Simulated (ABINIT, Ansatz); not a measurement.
# Lattice dynamics of Tm (P6_3/mmc) in two programs, part 4 of 4

Aim: the phonon dispersion of Tm (P6_3/mmc), checked by a second program.

ABINIT 10.8.3; DFT PBE, scalar-relativistic, plane waves, PseudoDojo norm-conserving, 4f in core pseudopotentials.

So far, highest frequency (cm⁻¹): step 7 (dispersion) 116.

## 9. A second program

A second program on the same cell, potentials, cutoff and meshes tests the implementation of the phonon response, not its convergence.

This step: DFT PBE, scalar-relativistic, plane waves, norm-conserving pseudopotentials, 4f in core (Ansatz 0.2.0).

The input, input.yaml:

```yaml
crystal:
  lattice:
    - [3.5432766258, 0.0, 0.0]
    - [-1.7716383129, 3.0685675706, 0.0]
    - [0.0, 0.0, 5.5329096829]
  atoms:
    - { symbol: Tm, position: [0.3333333333, 0.6666666667, 0.25] }
    - { symbol: Tm, position: [0.6666666667, 0.3333333333, 0.75] }
kpoints:
  mp_grid: { grid: [12, 12, 8] }
hamiltonian:
  xc: pbe
  pseudopotentials:
    kind: nc
    azcp: { Tm: "pseudopotentials/pbe/nc/lanthanide_3plus/Tm.nc.azcp" }
    accuracy: standard
scf:
  occupations: { method: gaussian, width: 0.27211 }
output:
  eigenvalues: true
basis:
  ecutwfc: 571.439
phonons:
  method: dfpt
  qmesh: [3, 3, 2]
  temperatures: { t_max: 1000, t_step: 50 }
  qpath:
    path:
      - [[0.0, 0.0, 0.0], [0.5, 0.0, 0.0], [0.33333333, 0.33333333, 0.0], [0.0, 0.0, 0.0], [0.0, 0.0, 0.5], [0.5, 0.0, 0.5], [0.33333333, 0.33333333, 0.5], [0.0, 0.0, 0.5]]
      - [[0.5, 0.0, 0.5], [0.5, 0.0, 0.0]]
      - [[0.33333333, 0.33333333, 0.5], [0.33333333, 0.33333333, 0.0]]
    npoints: 10
  electrical_resistivity: { temperatures: [77, 300], mesh: [24, 24, 16] }
```

The run is started by

```bash
ansatz run input.yaml --threads 16 --pin off --max-ram 32768MiB --backend cpu --events-out ev --progress --plain --runs-dir out
```

Numbers of over 12 decimals in the logs are rounded to 6 here.

The program printed:

```text
Warning: basis.ecutwfc = 571.439 eV is below the records' recommended 680.284656 eV, and the density's cutoff is lower with it unless basis.ecutrho_ratio is high enough to keep the records' density cutoff: compare with a run at a higher cutoff
Engine: ansatz 0.2.0, aarch64-unknown-linux-gnu
Pseudopotentials: kind: nc
Pseudopotential: Tm, nc, valence charge 11, recommended cutoff 680.284656 eV (normal), <dir>
Functional definition: PBE
  parameter kappa = 0.804
  parameter beta = 0.066725
  exchange = pbe_x(kappa = kappa, mu = beta*pi^2/3)
  correlation = pbe_c(beta = beta)
Crystal: 2 atoms, lattice volume = 60.158 Å³
Basis set: ecut = 571.439 eV, 1833 PW (Γ), exchange–correlation on 60×60×96 points (8 copies of the dense FFT grid, shifted against one another)
Bands: 15, of which v1, the nominal top of the filled ones, is band 11 counted from 1 (10 counted from 0)
Symmetry: 24 space group operations
k-points: 95 of 1152
Non-local potential: Tm, projectors of the file, l = 0: 2, l = 1: 2, l = 2: 2, l = 3: 1
Initial density: superposition of atomic densities (chi_scale 0.1, normalization cell)
Initial wavefunctions: pseudopotential atomic-orbital guess
Functional: x = pbe(κ = 0.804, μ = 0.219515), c = pbe(β = 0.066725)
SCF iter   1: F=—  HF=-2495.681376 eV  |F-HF|=—  |Δ(HF+E_count)|=         —  Δρ=1.46e-2  dr2=1.75e-1  ethr=3.10e-3  ⟨swp⟩=4.6  Hψ=6009  notcnv=0
preconditioner: auto → Kerker (q_TF=auto, 2.307 Å⁻¹)  [metal: Δε(μ)=0.017 eV  Ē_g=3.078 eV  σ=0.272 eV  W_gap=0.04  n_scr=10 (ndim 8)  ℏωp=11.7 eV  f_vac=0.000  D(μ)=3.35/eV (n_scr^D=34)]
SCF iter   2: F=—  HF=-2495.660663 eV  |F-HF|=—  |Δ(HF+E_count)|=   2.07e-2  Δρ=9.71e-3  dr2=7.90e-2  ethr=7.95e-4  ⟨swp⟩=1.0  Hψ=2185  notcnv=0
SCF iter   3: F=—  HF=-2495.645756 eV  |F-HF|=—  |Δ(HF+E_count)|=   1.49e-2  Δρ=1.36e-3  dr2=6.58e-4  ethr=3.59e-4  ⟨swp⟩=2.7  Hψ=2356  notcnv=0
SCF iter   4: F=—  HF=-2495.645680 eV  |F-HF|=—  |Δ(HF+E_count)|=   7.55e-5  Δρ=1.82e-4  dr2=8.27e-6  ethr=2.99e-6  ⟨swp⟩=2.2  Hψ=2140  notcnv=0
SCF iter   5: F=—  HF=-2495.645680 eV  |F-HF|=—  |Δ(HF+E_count)|=   1.19e-7  Δρ=4.33e-5  dr2=8.66e-7  ethr=3.76e-8  ⟨swp⟩=2.6  Hψ=2599  notcnv=0
SCF iter   6: F=—  HF=-2495.645680 eV  |F-HF|=—  |Δ(HF+E_count)|=   4.45e-8  Δρ=4.49e-6  dr2=8.44e-9  ethr=3.94e-9  ⟨swp⟩=1.5  Hψ=1564  notcnv=0
SCF iter   7: F=—  HF=-2495.645680 eV  |F-HF|=—  |Δ(HF+E_count)|=   3.39e-9  Δρ=7.14e-7  dr2=2.36e-10  ethr=3.84e-11  ⟨swp⟩=2.6  Hψ=2439  notcnv=0
SCF iter   8: F=-2495.645680 eV  HF=-2495.645680 eV  |F-HF|=9.09e-13  |Δ(HF+E_count)|=  3.68e-11  Δρ=1.06e-7  dr2=6.31e-12  ethr=1.00e-12  ⟨swp⟩=5.7  Hψ=6347  notcnv=0
SCF 1 converged in 8 iterations: F = -2495.645680 eV  dr2 = 6.31e-12
NSCF: frozen V_eff on 95 k-points
NSCF: frozen V_eff on 215 k-points
DFPT response loops at q = (0, 0, 0) (fractional): preconditioner auto → Kerker (q_TF=auto, 2.307 Å⁻¹) (partly filled bands, converged f_vac=0.000); β = 1.00, the filter's whole step (`scf.mixing.beta` (0.50) is not read by the response loops under this deck's `scf.mixing.preconditioner`; to damp them name `kerker` or `kerker_dos`, under which they read `scf.mixing.beta`, and type it under 1.00, their step now; both keys bind the ground state too); Broyden in place of MSR1
NSCF: frozen V_eff on 430 k-points
DFPT response loops at q = (0, 0, -0.5) (fractional): mixed as the last ones told, above
NSCF: frozen V_eff on 780 k-points
DFPT response loops at q = (0, 0.333333, 0) (fractional): mixed as the last ones told, above
NSCF: frozen V_eff on 780 k-points
DFPT response loops at q = (0, 0.333333, -0.5) (fractional): mixed as the last ones told, above
NSCF: frozen V_eff on 780 k-points
DFPT response loops at q = (0.333333, 0.333333, 0) (fractional): mixed as the last ones told, above
NSCF: frozen V_eff on 780 k-points
DFPT response loops at q = (0.333333, 0.333333, -0.5) (fractional): mixed as the last ones told, above
SCF iter   1: F=—  HF=-2495.681376 eV  |F-HF|=—  |Δ(HF+E_count)|=         —  Δρ=1.46e-2  dr2=1.75e-1  ethr=3.10e-3  ⟨swp⟩=4.6  Hψ=6009  notcnv=0
SCF iter   2: F=—  HF=-2495.660663 eV  |F-HF|=—  |Δ(HF+E_count)|=   2.07e-2  Δρ=9.71e-3  dr2=7.90e-2  ethr=7.95e-4  ⟨swp⟩=1.0  Hψ=2185  notcnv=0
SCF iter   3: F=—  HF=-2495.645756 eV  |F-HF|=—  |Δ(HF+E_count)|=   1.49e-2  Δρ=1.36e-3  dr2=6.58e-4  ethr=3.59e-4  ⟨swp⟩=2.7  Hψ=2356  notcnv=0
SCF iter   4: F=—  HF=-2495.645680 eV  |F-HF|=—  |Δ(HF+E_count)|=   7.55e-5  Δρ=1.82e-4  dr2=8.27e-6  ethr=2.99e-6  ⟨swp⟩=2.2  Hψ=2140  notcnv=0
SCF iter   5: F=—  HF=-2495.645680 eV  |F-HF|=—  |Δ(HF+E_count)|=   1.19e-7  Δρ=4.33e-5  dr2=8.66e-7  ethr=3.76e-8  ⟨swp⟩=2.6  Hψ=2599  notcnv=0
SCF iter   6: F=—  HF=-2495.645680 eV  |F-HF|=—  |Δ(HF+E_count)|=   4.45e-8  Δρ=4.49e-6  dr2=8.44e-9  ethr=3.94e-9  ⟨swp⟩=1.5  Hψ=1564  notcnv=0
SCF iter   7: F=—  HF=-2495.645680 eV  |F-HF|=—  |Δ(HF+E_count)|=   3.39e-9  Δρ=7.14e-7  dr2=2.36e-10  ethr=3.84e-11  ⟨swp⟩=2.6  Hψ=2439  notcnv=0
SCF iter   8: F=-2495.645680 eV  HF=-2495.645680 eV  |F-HF|=1.36e-12  |Δ(HF+E_count)|=  3.64e-11  Δρ=1.06e-7  dr2=6.32e-12  ethr=1.00e-12  ⟨swp⟩=3.0  Hψ=3901  notcnv=0
SCF 2 converged in 8 iterations: F = -2495.645680 eV  dr2 = 6.32e-12
NSCF: frozen V_eff on 95 k-points
NSCF: frozen V_eff on 95 k-points
[...]
SCF converged after 8 iterations
Free energy (F): -2495.645680 eV
Harris-Foulkes:  -2495.645680 eV  (|F-HF|=9.09e-13)
Internal energy: -2495.520589 eV  (E = F + TS)
E sigma→0 (E₀):  -2495.583135 eV
Entropy (-TS):   -0.125091 eV (-62.546 meV/atom)
Fermi energy:    10.169751 eV
--- Per-component energies (eV) ---
  E_band       = -299.273576
  E_kinetic    = 622.574844
  E_local      = -1197.584460  (includes V_loc(G=0)·N_el)
  E_nonlocal   = -35.434592
  E_hartree    = 365.759962
  E_xc         = -633.202057
  E_vxc        = -420.349288  (∫ρ·V_xc dr)
  E_ewald      = -1617.634286
  E_smearing   = -0.125091  (= −TS)
  E_closure    = 0.000000  (closes the sum)
  Σ components = -2495.645680   (vs F -2495.645680, Δ=0.00e0)
--- Band table (eV; the first three rows and the last of 95) ---
  k-point 0: bands = [... 7 lower, -14.8760, 4.5120, 7.8875, 11.0659, 12.2215, 12.2215, 12.6352, 12.9496]
  k-point 1: bands = [... 7 lower, -14.9003, 4.6283, 7.7788, 10.9819, 12.1508, 12.1508, 12.5138, 12.8417]
  k-point 2: bands = [... 7 lower, -14.9215, 4.9668, 7.4257, 10.8872, 12.0500, 12.0500, 12.1845, 12.5927]
  k-point 94: bands = [... 7 lower, -14.9782, 9.5893, 9.5893, 9.7386, 9.7386, 10.6146, 10.6146, 13.3988]
--- Phonons (Γ-DFPT): 2 representative perturbations + reference (Σ response iterations 8) ---
  ASR residual: 1.181e-5 → 0.000e0 eV/Å²; symmetrization residual: 2.842e-14 eV/Å²
  ASR residual per site (eV/Å²): 1.18e-5 1.18e-5
  Γ frequencies (cm⁻¹): 0.00 0.00 0.00 68.71 68.71 115.78
--- Phonons (arbitrary-q DFPT): 6 irreducible q on the 3×3×2 mesh ---
  q = [0.0000, 0.0000, 0.0000] (star 1, of the zone-centre solve; hermiticity 1.37e-14, symmetrization 7.25e-15): -0.00 -0.00 0.00 68.71 68.71 115.78
  q = [0.0000, 0.0000, -0.5000] (star 1, 2 solved perturbations in 310 linear systems a pass and spin channel, the states on 215 of 1152 k-point pairs; hermiticity 3.72e-12, symmetrization 1.85e-12): 49.32 49.32 49.32 49.32 82.33 82.33
  q = [0.0000, 0.3333, 0.0000] (star 6, 3 solved perturbations on 390 of 1152 k-point pairs; hermiticity 1.16e-8, symmetrization 5.75e-14): 52.29 56.14 86.06 91.41 95.44 111.30
  q = [0.0000, 0.3333, -0.5000] (star 6, 3 solved perturbations on 390 of 1152 k-point pairs; hermiticity 1.72e-8, symmetrization 2.35e-14): 66.86 66.86 72.09 72.09 100.39 100.39
  q = [0.3333, 0.3333, 0.0000] (star 2, 2 solved perturbations in 545 linear systems a pass and spin channel, the states on 390 of 1152 k-point pairs; hermiticity 3.18e-10, symmetrization 3.18e-10): 83.22 83.22 87.46 87.46 96.58 102.94
  q = [0.3333, 0.3333, -0.5000] (star 2, 2 solved perturbations in 545 linear systems a pass and spin channel, the states on 390 of 1152 k-point pairs; hermiticity 3.16e-8, symmetrization 5.04e-12): 54.68 54.68 97.14 97.14 101.32 101.32
  sum rule: each row above includes the acoustic sum rule's correction from the zone centre's row sums; it moved no ω² by more than (0.14 cm⁻¹)²
  mesh force constants: q→R imaginary residual 0.00e0; ASR residual 1.181e-5 → 0.000e0 eV/Å²; symmetrization residual 7.105e-15 eV/Å²
  interpolated dispersion: 93 rows × 6 modes
  density of states and harmonic sums: on the 21×21×12 q-mesh, interpolated from the force constants of a 3×3×2 supercell (no non-analytic term)
  largest difference from the sums on the solved wave vectors: F 4.73e-2 eV, S 6.16e-5 and C_V 1.43e-5 eV/K
  zero-point energy: 0.029633 eV/cell   skipped modes (ω ≤ 0): 3   left out of the sums: 9.45e-5 of the cell's modes: C_V's classical limit lies that fraction below 3 k_B per atom; for a crystal, a wire or a layer, F and S can be off by more, and a phonons.interpolated_qmesh denser along its periods is the remedy for the sampling
--- Electrical resistivity: potentials and phonons of a 3×3×2 supercell ---
  scattering by harmonic phonons alone, with no dipole-dipole term; scattering by other electrons, impurities, surfaces and spin disorder is left out, and so is spin–orbit coupling
  the resistivity is that of a variational response, whose dependence on the energy is improved iteratively
  at the Fermi level of each mesh (of a tensor a third of its trace):
           mesh   spin    states/(eV spin)  plasma energy (eV)         λ      λ_tr    ħω_log (meV)
       24×24×16                     1.6712              4.1523    0.5692    0.6316           8.962
        12×12×8                     1.6585              4.1097    0.5630    0.6270           8.952
          6×6×4                     1.7449              3.6963    0.5783    0.6721           8.990
  resistivity on the deck's mesh, µΩ·cm:
     T (K)       trace/3  mesh converged            xx            yy            zz    lowest order   relaxation time
     77.00      1.0321e1              no      1.2508e1      1.2508e1      5.9467e0        1.0845e1          9.6713e0
    300.00      4.8066e1              no      5.8233e1      5.8233e1      2.7731e1        4.9895e1          4.4911e1
  mean free path at 77 K (of a tensor a third of its trace): 12.2 nm by what each carries, 11.1 by the Fermi surface alone
  Hall coefficient in a weak field at 77 K (a third of the trace): -4.793e-11 m³/C (as a tensor it moves by 25.9 % between the two finest meshes); by each state's relaxation time: -4.781e-11 m³/C; by a constant relaxation time: -4.812e-11 m³/C
  mean free path at 300 K (of a tensor a third of its trace): 2.60 nm by what each carries, 2.38 by the Fermi surface alone
  Hall coefficient in a weak field at 300 K (a third of the trace): -4.349e-11 m³/C (as a tensor it moves by 30.1 % between the two finest meshes); by each state's relaxation time: -4.499e-11 m³/C; by a constant relaxation time: -4.757e-11 m³/C
  the resistivity times a path that all electrons share, by the Fermi surface of the deck's mesh alone (a third of the trace): 1.155e-15 Ω·m²
  not converged in the mesh (λ; the resistivity at 77 K by 3.94 %; the resistivity at 300 K by 5.57 %): between neighbouring meshes, the two finest first, λ moves by 1.08 % and 2.72 %, λ_tr by 0.76 % and 10.88 % and the resistivity by up to 5.57 % and 35.46 %; an estimate, no bound, puts it up to 5.8e-8 % above the Boltzmann equation's exact value after up to 4 iterations (at most 30 are made, fewer where the estimate is under 1.0e-6 % of each spin channel's own resistivity)
  vibrations of 18 cells: unjudged by the run; compare a larger repeat
  the changes of the potential over all sites missed a rigid shift's by 0.00 % (the site terms' by 0.00 %)
  at the force constants' own smearing the fine mesh and the k-points of their solves give squared frequencies that differ by 0.3 % of the larger at the most, at (0.3333, 0.3333, 0)
```

Run time: 2.2 min. Hardware: 16 threads of Arm Neoverse V2, shared host; peak memory 2.4 GiB; 33 min of CPU time.

This step gave:

```yaml
sum_rule_residual_before_enforcement: 1.18e-5 eV/Å²
mean_frequency: 79.7 cm⁻¹
debye_temperature_second_moment: 153 K
logarithmic_mean_frequency: 76.6 cm⁻¹
lowest_optical_zone_centre_mode: 68.71 cm⁻¹
lowest_mode_on_the_q_mesh_acoustic_ones_at_the_zone_centre_apart: 49.32 cm⁻¹
zero_point_energy_per_atom: 14.82 meV
```

## 10. The two compared: ABINIT PseudoDojo and Ansatz, PseudoDojo

Worked out from the results:

* root-mean-square difference: 0.03 cm⁻¹
* largest difference: 0.08 cm⁻¹
* root-mean-square difference on the path: 0 cm⁻¹
* largest difference on the path: 0.1 cm⁻¹

The interpolated bands of the two lie on top of each other.

At the solved wavevectors the largest difference (acoustic modes at Γ apart) is 0.07 % of the highest mode.

## 11. Results

```
space group after relaxation                                       : P6_3/mmc
volume per atom                                                    : 30.1 Å³
highest optical zone-centre mode (no LO-TO term)                   : 115.8 cm⁻¹
lowest optical zone-centre mode                                    : 68.7 cm⁻¹
q mesh                                                             : 3×3×2
lowest mode on the q mesh (acoustic ones at the zone centre apart) : 49.3 cm⁻¹
zero-point energy per atom                                         : 14.8 meV
heat capacity at 300 K                                             : 24.6 J/(mol atoms K)
vibrational entropy at 300 K                                       : 50.1 J/(mol atoms K)
imaginary modes on the q mesh                                      : none
largest difference from Ansatz, PseudoDojo                         : 0.08 cm⁻¹
```

**Reading.** Tm (P6_3/mmc) is dynamically stable on the 3×3×2 mesh; its spectrum reaches 116 cm⁻¹. At the PBE level the optical modes of Tm (P6_3/mmc) at the zone centre run from 69 to 116 cm⁻¹. Along axes with an odd number of divisions the mesh misses the zone-boundary points at one half, where instabilities often lie; those are only interpolated. The base run prints -2.7 GPa, mostly the error of a finite basis; the relaxation, with a smoothed and higher cutoff, had brought the cell to rest. An error of this size shows a cutoff that is short for these files. ABINIT PseudoDojo and Ansatz, PseudoDojo agree to 0.08 cm⁻¹ (0.07 % of the highest mode compared) on all solved modes but the acoustic ones at Γ. These are harmonic frequencies at zero temperature: anharmonic shifts and linewidths and thermal expansion are left out. Spin-orbit coupling is left out, which can matter for the heavy elements here. In a metal the frequencies hang on the k mesh and the smearing, most of all near Kohn anomalies. The 4f electrons are frozen in the core as for a trivalent ion, so their moments and any magnetic order are left out. Ansatz warns that the cutoff lies 16 % under the one recommended for these files; agreement at one cutoff is not convergence. Electron-phonon sums were run after this but are left out, since no second program bore their λ out within 30 %; a λ that a log prints is not taken as a result.

[Host names and launcher messages were left out of these logs when they were recorded.]

[Logs are printed without paths, hosts, clocks, repeated set-up lines and the standing remarks that a program may print on its own settings, such as how far it seeks lower states.]

[Hosts, paths, dates, database ids (printed as entryN), source tags and the programs' standing remarks are cut or masked in the printed files.]
